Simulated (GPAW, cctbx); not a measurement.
# By hand: from a DFT structure factor to an extinction distance in Sb2RuAu

Sb2RuAu, P4/nmm (no. 129, origin choice 1), a = 4.4091 Å, b = 4.4091 Å, c = 8.3774 Å, α = 90.00°, β = 90.00°, γ = 90.00°.

```
atom  mult.    x  y       z
 Au1      2    0  0     1/2
 Sb1      2  1/2  0  0.7108
 Sb2      2    0  0       0
 Ru1      2  1/2  0  0.2034
```

The start was made by putting kin elements into a known structure type; the compound need not exist, or be stable, in this form.

A DFT run (GPAW, PBE, 450 eV, 5×5×3 k-points (along the axes of the calculation cell), Fermi–Dirac width 0.1 eV) gives the static X-ray structure factor of 110 as 66.137 e for the conventional cell; superposed free atoms give 66.342 e. **Problem.** Find the Fourier component V of the crystal potential and the two-beam extinction distance at 120 kV in both cases.

## Step 1: Geometry

The cell volume is Ω = 162.85 Å³ and d(110) = 3.1177 Å, so g = 1/d = 0.3207 Å⁻¹.

## Step 2: The nuclei

Electrons feel nuclei as well as electrons, so the nuclear charges are summed with the same phases.

Phase sums Σ exp(2πi h·x), turned so that the total is real and positive: Au +2.000, Sb 0.000, Ru -2.000. Then F_Z = 79 × (+2.000) + 51 × (0.000) + 44 × (-2.000) = 70.00 e. The electron term has the same sign for this reflection.

## Step 3: Mott–Bethe

Poisson's equation, term by term, gives V = (e/4πε₀)(F_Z − F)/(πΩg²), with e/4πε₀ = 14.3996 V Å.

The prefactor is 14.3996 × 3.1177²/(π × 162.85) = 0.27357 V per electron. Free atoms: (70.00 − 66.342) × 0.27357 = 1.001 V. Crystal: (70.00 − 66.137) × 0.27357 = 1.057 V. F changes by -0.31 % and V by +5.6 %: the same 0.20 e is measured against F_Z − F = 3.7 e in place of F = 66.3 e.

## Step 4: Extinction distance

In the two-beam case ξ = 1/(λU) with U = 2γm₀eV/h², that is ξ = 150.41 V Å²/(γλV).

At 120 kV, λ = 0.03349 Å and γ = 1.2348. Free atoms: ξ = 3634 Å. Crystal: ξ = 3441 Å. The thickness fringes go as sin²(πt/ξ), so the two patterns slip by a quarter of a period when t|1/ξ₁ − 1/ξ₀| = 1/4, at t ≈ 1621 nm, thicker than usual samples. Thermal motion, absorption and many-beam coupling, left out here, change a real pattern.

## Step 5: Answer

V(110) is 1.06 V against 1.00 V, and ξ is 3441 against 3634 Å. Limits: static atoms, two beams.

[Outputs are excerpts: Python notices, other lines and further rows are left out; steps that failed or that the build refused (PBEsol, TPSS) are not shown.]

[Logs are printed without paths, hosts, clocks, repeated set-up lines and the standing remarks that a program may print on its own settings, such as how far it seeks lower states.]
